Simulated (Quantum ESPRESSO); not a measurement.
# F-SiSi-F chair, 1 layer: a series in biaxial strain, part 4 of 6

Wanted: a table for F-SiSi-F chair, 1 layer against biaxial strain, and what can be fitted to it.

Quantum ESPRESSO 7.5; plane-wave DFT, PBE, GBRV ultrasoft pseudopotentials.

So far. Step 3 (Relaxation with pw.x, -4 %): The relaxation lowers the energy by 4 meV an atom. Step 6 (Band structure, -4 %): Along this path the valence top lies at Γ and the conduction bottom at Γ.

**7. Relaxing the ions, -3 %**

m1.relax.in

```
&control
  prefix = 'm1.relax'
  outdir = './out'
  pseudo_dir = './pseudo'
  nstep = 40
  forc_conv_thr = 0.0003
  calculation = 'relax'
  tstress = .true.
/
&system
  ibrav = 0
  nat = 4
  ntyp = 2
  ecutwfc = 50
  ecutrho = 250
  occupations = 'smearing'
  smearing = 'fd'
  degauss = 0.002
/
&electrons
  conv_thr = 1e-09
  mixing_beta = 0.4
  electron_maxstep = 120
  mixing_mode = 'plain'
/
&ions
/
ATOMIC_SPECIES
  F   18.9984  f_pbe_v1.4.uspp.F.UPF
  Si  28.0850  si_pbe_v1.uspp.F.UPF
CELL_PARAMETERS angstrom
  3.84648884837000 0.00000000000000 0.00000000000000
  -1.92324442467000 3.33115705798000 0.00000000000000
  0.00000000000000 0.00000000000000 19.10000000000000
ATOMIC_POSITIONS crystal
  F   0.666666666700 0.333333333300 0.396289228300
  Si  0.666666666700 0.333333333300 0.481729904300
  Si  0.333333333300 0.666666666700 0.518270095700
  F   0.333333333300 0.666666666700 0.603710771700
K_POINTS automatic
  12 12 1 0 0 0
```

Started as:

```
$ OMP_NUM_THREADS=1 mpirun -n 4 pw.x -nk 4 -in m1.relax.in > m1.relax.out
```

What it wrote:

```text
[banner, memory and clock lines left out]
Program PWSCF v.7.5 starts
[...]
Message from routine setup:
[...]
number of electrons       =        22.00
     number of Kohn-Sham states=           15
     kinetic-energy cutoff     =      50.0000  Ry
     charge density cutoff     =     250.0000  Ry
[...]
number of k points=    19  Fermi-Dirac smearing, width (Ry)=  0.0020
[...]
Dense  grid:   110353 G-vectors     FFT dimensions: (  40,  40, 192)
[...]
negative rho (up, down):  1.933E-04 0.000E+00
     Starting wfcs are   16 randomized atomic wfcs
[...]
negative rho (up, down):  1.879E-04 0.000E+00
[...]
estimated scf accuracy    <       0.35446057 Ry
[...]
negative rho (up, down):  2.155E-04 0.000E+00
[...]
estimated scf accuracy    <       0.04876436 Ry
[...]
negative rho (up, down):  2.788E-04 0.000E+00
[...]
estimated scf accuracy    <       0.01289185 Ry
[...]
negative rho (up, down):  2.740E-04 0.000E+00
[...]
estimated scf accuracy    <       0.00079693 Ry
[...]
negative rho (up, down):  2.785E-04 0.000E+00
[...]
estimated scf accuracy    <       0.00018158 Ry
[...]
negative rho (up, down):  2.811E-04 0.000E+00
[...]
estimated scf accuracy    <       0.00000729 Ry
[...]
negative rho (up, down):  2.830E-04 0.000E+00
[...]
estimated scf accuracy    <       0.00000170 Ry
[...]
negative rho (up, down):  2.844E-04 0.000E+00
[...]
estimated scf accuracy    <       0.00000007 Ry
[...]
negative rho (up, down):  2.853E-04 0.000E+00
[...]
estimated scf accuracy    <          8.9E-09 Ry
[...]
negative rho (up, down):  2.868E-04 0.000E+00
[...]
the Fermi energy is    -3.4471 ev
!    total energy              =    -116.60271286 Ry
     estimated scf accuracy    <          6.4E-10 Ry
     smearing contrib. (-TS)   =      -0.00000005 Ry
     internal energy E=F+TS    =    -116.60271282 Ry
[...]
one-electron contribution =    -464.53062001 Ry
     hartree contribution      =     237.65964513 Ry
     xc contribution           =     -27.39696452 Ry
     ewald contribution        =     137.66522659 Ry
     convergence has been achieved in  10 iterations
     negative rho (up, down):  2.868E-04 0.000E+00
[...]
Total force =     0.021180     Total SCF correction =     0.000079
[...]
negative rho (up, down):  2.868E-04 0.000E+00
[...]
negative rho (up, down):  2.937E-04 0.000E+00
[...]
negative rho (up, down):  2.890E-04 0.000E+00
[...]
estimated scf accuracy    <       0.00004271 Ry
[...]
negative rho (up, down):  2.867E-04 0.000E+00
[...]
estimated scf accuracy    <       0.00000955 Ry
[...]
negative rho (up, down):  2.854E-04 0.000E+00
[...]
estimated scf accuracy    <       0.00000127 Ry
[...]
negative rho (up, down):  2.846E-04 0.000E+00
[...]
estimated scf accuracy    <       0.00000020 Ry
[...]
negative rho (up, down):  2.841E-04 0.000E+00
[...]
estimated scf accuracy    <          4.0E-09 Ry
[...]
negative rho (up, down):  2.834E-04 0.000E+00
[...]
the Fermi energy is    -3.3748 ev
!    total energy              =    -116.60299032 Ry
     estimated scf accuracy    <          3.1E-10 Ry
     smearing contrib. (-TS)   =      -0.00000007 Ry
     internal energy E=F+TS    =    -116.60299026 Ry
[...]
one-electron contribution =    -464.50497805 Ry
     hartree contribution      =     237.64799159 Ry
     xc contribution           =     -27.40303124 Ry
     ewald contribution        =     137.65702743 Ry
     convergence has been achieved in   6 iterations
     negative rho (up, down):  2.834E-04 0.000E+00
[...]
Total force =     0.012718     Total SCF correction =     0.000031
[...]
negative rho (up, down):  2.834E-04 0.000E+00
[...]
negative rho (up, down):  2.864E-04 0.000E+00
[...]
negative rho (up, down):  2.834E-04 0.000E+00
[...]
estimated scf accuracy    <       0.00003646 Ry
[...]
negative rho (up, down):  2.819E-04 0.000E+00
[...]
estimated scf accuracy    <       0.00001050 Ry
[...]
negative rho (up, down):  2.814E-04 0.000E+00
[...]
estimated scf accuracy    <       0.00000254 Ry
[...]
negative rho (up, down):  2.808E-04 0.000E+00
[...]
estimated scf accuracy    <       0.00000014 Ry
[...]
negative rho (up, down):  2.805E-04 0.000E+00
[...]
estimated scf accuracy    <       0.00000007 Ry
[...]
negative rho (up, down):  2.802E-04 0.000E+00
[...]
estimated scf accuracy    <          7.3E-09 Ry
[...]
negative rho (up, down):  2.801E-04 0.000E+00
[...]
estimated scf accuracy    <          7.5E-10 Ry
[...]
negative rho (up, down):  2.800E-04 0.000E+00
[...]
the Fermi energy is    -3.3507 ev
!    total energy              =    -116.60320256 Ry
     estimated scf accuracy    <          2.1E-11 Ry
     smearing contrib. (-TS)   =      -0.00000008 Ry
     internal energy E=F+TS    =    -116.60320248 Ry
[...]
one-electron contribution =    -463.53614997 Ry
     hartree contribution      =     237.16284917 Ry
     xc contribution           =     -27.39790870 Ry
     ewald contribution        =     137.16800702 Ry
     convergence has been achieved in   8 iterations
     negative rho (up, down):  2.800E-04 0.000E+00
[...]
Total force =     0.010546     Total SCF correction =     0.000025
[...]
negative rho (up, down):  2.800E-04 0.000E+00
[...]
negative rho (up, down):  2.815E-04 0.000E+00
[...]
negative rho (up, down):  2.795E-04 0.000E+00
[...]
estimated scf accuracy    <       0.00003930 Ry
[...]
negative rho (up, down):  2.786E-04 0.000E+00
[...]
estimated scf accuracy    <       0.00001019 Ry
[...]
negative rho (up, down):  2.782E-04 0.000E+00
[...]
estimated scf accuracy    <       0.00000208 Ry
[...]
negative rho (up, down):  2.779E-04 0.000E+00
[...]
estimated scf accuracy    <       0.00000016 Ry
[...]
negative rho (up, down):  2.776E-04 0.000E+00
[...]
estimated scf accuracy    <       0.00000006 Ry
[...]
negative rho (up, down):  2.775E-04 0.000E+00
[...]
estimated scf accuracy    <          1.0E-08 Ry
[...]
negative rho (up, down):  2.774E-04 0.000E+00
[...]
estimated scf accuracy    <          1.1E-09 Ry
[...]
negative rho (up, down):  2.774E-04 0.000E+00
[...]
estimated scf accuracy    <          9.7E-11 Ry
[...]
negative rho (up, down):  2.773E-04 0.000E+00
[...]
the Fermi energy is    -3.3448 ev
!    total energy              =    -116.60333635 Ry
     estimated scf accuracy    <          7.8E-12 Ry
     smearing contrib. (-TS)   =      -0.00000009 Ry
     internal energy E=F+TS    =    -116.60333626 Ry
[...]
one-electron contribution =    -462.45270849 Ry
     hartree contribution      =     236.62018985 Ry
     xc contribution           =     -27.39039254 Ry
     ewald contribution        =     136.61957491 Ry
     convergence has been achieved in   9 iterations
     negative rho (up, down):  2.773E-04 0.000E+00
[...]
Total force =     0.005831     Total SCF correction =     0.000002
[...]
negative rho (up, down):  2.773E-04 0.000E+00
[...]
negative rho (up, down):  2.785E-04 0.000E+00
[...]
negative rho (up, down):  2.770E-04 0.000E+00
[...]
estimated scf accuracy    <       0.00003511 Ry
[...]
negative rho (up, down):  2.763E-04 0.000E+00
[...]
estimated scf accuracy    <       0.00000864 Ry
[...]
negative rho (up, down):  2.760E-04 0.000E+00
[...]
estimated scf accuracy    <       0.00000163 Ry
[...]
negative rho (up, down):  2.759E-04 0.000E+00
[...]
estimated scf accuracy    <       0.00000014 Ry
[...]
negative rho (up, down):  2.757E-04 0.000E+00
[...]
estimated scf accuracy    <       0.00000004 Ry
[...]
negative rho (up, down):  2.756E-04 0.000E+00
[...]
estimated scf accuracy    <          6.4E-09 Ry
[...]
negative rho (up, down):  2.755E-04 0.000E+00
[...]
estimated scf accuracy    <          4.2E-10 Ry
[...]
negative rho (up, down):  2.755E-04 0.000E+00
[...]
estimated scf accuracy    <          5.6E-11 Ry
[...]
negative rho (up, down):  2.754E-04 0.000E+00
[...]
the Fermi energy is    -3.3454 ev
!    total energy              =    -116.60337903 Ry
     estimated scf accuracy    <          1.8E-12 Ry
     smearing contrib. (-TS)   =      -0.00000009 Ry
     internal energy E=F+TS    =    -116.60337894 Ry
[...]
one-electron contribution =    -461.42534174 Ry
     hartree contribution      =     236.10556009 Ry
     xc contribution           =     -27.38273974 Ry
     ewald contribution        =     136.09914245 Ry
     convergence has been achieved in   9 iterations
     negative rho (up, down):  2.754E-04 0.000E+00
[...]
Total force =     0.000411     Total SCF correction =     0.000002
[...]
negative rho (up, down):  2.754E-04 0.000E+00
[...]
```

Wall time 86 s (4 MPI ranks of Arm Neoverse V1, shared host); peak memory 0.81 GiB; 5.7 min of CPU time.

Relaxation path:

```csv
step,energy less that of the first step (eV),largest force (eV/Å)
1,0.0000,0.3841
2,-0.0038,0.2191
3,-0.0067,0.1911
4,-0.0085,0.1033
5,-0.0091,0.0060
```

The atoms that moved most (Å):

```csv
atom,dx,dy,dz,length
Si2,0.000,0.000,-0.022,0.022
Si3,0.000,0.000,0.022,0.022
F4,0.000,0.000,0.020,0.020
F1,0.000,0.000,-0.020,0.020
```

The relaxation lowers the energy by 2 meV an atom.

This step gave:

* free energy: -1586.4698 eV
* Fermi energy: -3.345 eV

**8. SCF with pw.x, -3 %**

m1.scf.in

```
&control
  prefix = 'm1.scf'
  outdir = './out'
  pseudo_dir = './pseudo'
  calculation = 'scf'
  tprnfor = .true.
/
&system
  ibrav = 0
  nat = 4
  ntyp = 2
  ecutwfc = 40
  ecutrho = 200
  occupations = 'smearing'
  smearing = 'fd'
  degauss = 0.002
  nbnd = 15
/
&electrons
  conv_thr = 1e-09
  mixing_beta = 0.4
  electron_maxstep = 120
  mixing_mode = 'plain'
/
ATOMIC_SPECIES
  F   18.9984  f_pbe_v1.4.uspp.F.UPF
  Si  28.0850  si_pbe_v1.uspp.F.UPF
CELL_PARAMETERS angstrom
  3.84648884837000 0.00000000000000 0.00000000000000
  -1.92324442467000 3.33115705798000 0.00000000000000
  0.00000000000000 0.00000000000000 19.10000000000000
ATOMIC_POSITIONS crystal
  F   0.666666666700 0.333333333300 0.395245869400
  Si  0.666666666700 0.333333333300 0.480568971800
  Si  0.333333333300 0.666666666700 0.519431028200
  F   0.333333333300 0.666666666700 0.604754130600
K_POINTS automatic
  12 12 1 0 0 0
```

Started as:

```
$ OMP_NUM_THREADS=1 mpirun -n 4 pw.x -nk 4 -in m1.scf.in > m1.scf.out
```

What it wrote:

```text
[banner, memory and clock lines left out]
Program PWSCF v.7.5 starts
[...]
Message from routine setup:
[...]
number of electrons       =        22.00
     number of Kohn-Sham states=           15
     kinetic-energy cutoff     =      40.0000  Ry
     charge density cutoff     =     200.0000  Ry
[...]
number of k points=    19  Fermi-Dirac smearing, width (Ry)=  0.0020
[...]
Dense  grid:    79015 G-vectors     FFT dimensions: (  36,  36, 180)
[...]
negative rho (up, down):  7.827E-04 0.000E+00
     Starting wfcs are   16 randomized atomic wfcs
[...]
negative rho (up, down):  7.411E-04 0.000E+00
[...]
estimated scf accuracy    <       0.35082400 Ry
[...]
negative rho (up, down):  7.940E-04 0.000E+00
[...]
estimated scf accuracy    <       0.04897930 Ry
[...]
negative rho (up, down):  8.835E-04 0.000E+00
[...]
estimated scf accuracy    <       0.01290588 Ry
[...]
negative rho (up, down):  8.954E-04 0.000E+00
[...]
estimated scf accuracy    <       0.00073046 Ry
[...]
negative rho (up, down):  9.106E-04 0.000E+00
[...]
estimated scf accuracy    <       0.00018119 Ry
[...]
negative rho (up, down):  9.186E-04 0.000E+00
[...]
estimated scf accuracy    <       0.00000691 Ry
[...]
negative rho (up, down):  9.229E-04 0.000E+00
[...]
estimated scf accuracy    <       0.00000273 Ry
[...]
negative rho (up, down):  9.259E-04 0.000E+00
[...]
estimated scf accuracy    <       0.00000008 Ry
[...]
negative rho (up, down):  9.276E-04 0.000E+00
[...]
estimated scf accuracy    <          7.2E-09 Ry
[...]
negative rho (up, down):  9.287E-04 0.000E+00
[...]
estimated scf accuracy    <          1.5E-09 Ry
[...]
negative rho (up, down):  9.304E-04 0.000E+00
[...]
the Fermi energy is    -3.3460 ev
!    total energy              =    -116.60286055 Ry
     estimated scf accuracy    <          2.3E-10 Ry
     smearing contrib. (-TS)   =      -0.00000009 Ry
     internal energy E=F+TS    =    -116.60286046 Ry
[...]
one-electron contribution =    -461.42356179 Ry
     hartree contribution      =     236.10426389 Ry
     xc contribution           =     -27.38270501 Ry
     ewald contribution        =     136.09914244 Ry
     convergence has been achieved in  11 iterations
     negative rho (up, down):  9.304E-04 0.000E+00
[...]
Total force =     0.000387     Total SCF correction =     0.000041
[...]
```

Run time: 14 s. Hardware: 4 MPI ranks; peak memory 0.64 GiB.

Read from the output:

| Item | Value |
| --- | --- |
| free energy | -1586.4627 eV |
| Fermi energy | -3.346 eV |
| valence top, on the run's zero | -3.603 eV |
| conduction bottom, on the run's zero | -3.108 eV |
| gap by band count | 0.4955 eV |

(Part 4 of 6 ends here.)

[Logs are printed without paths, hosts, clocks, repeated set-up lines and the standing remarks that a program may print on its own settings, such as how far it seeks lower states.]

[Hosts, paths, dates, database ids (printed as entryN), source tags and the programs' standing remarks are cut or masked in the printed files.]

[Maps of the electrostatic potential energy from Ansatz leave out the sawtooth potential of an applied field or a dipole correction, so their vacuum need not be flat; planar profiles and work functions include it.]
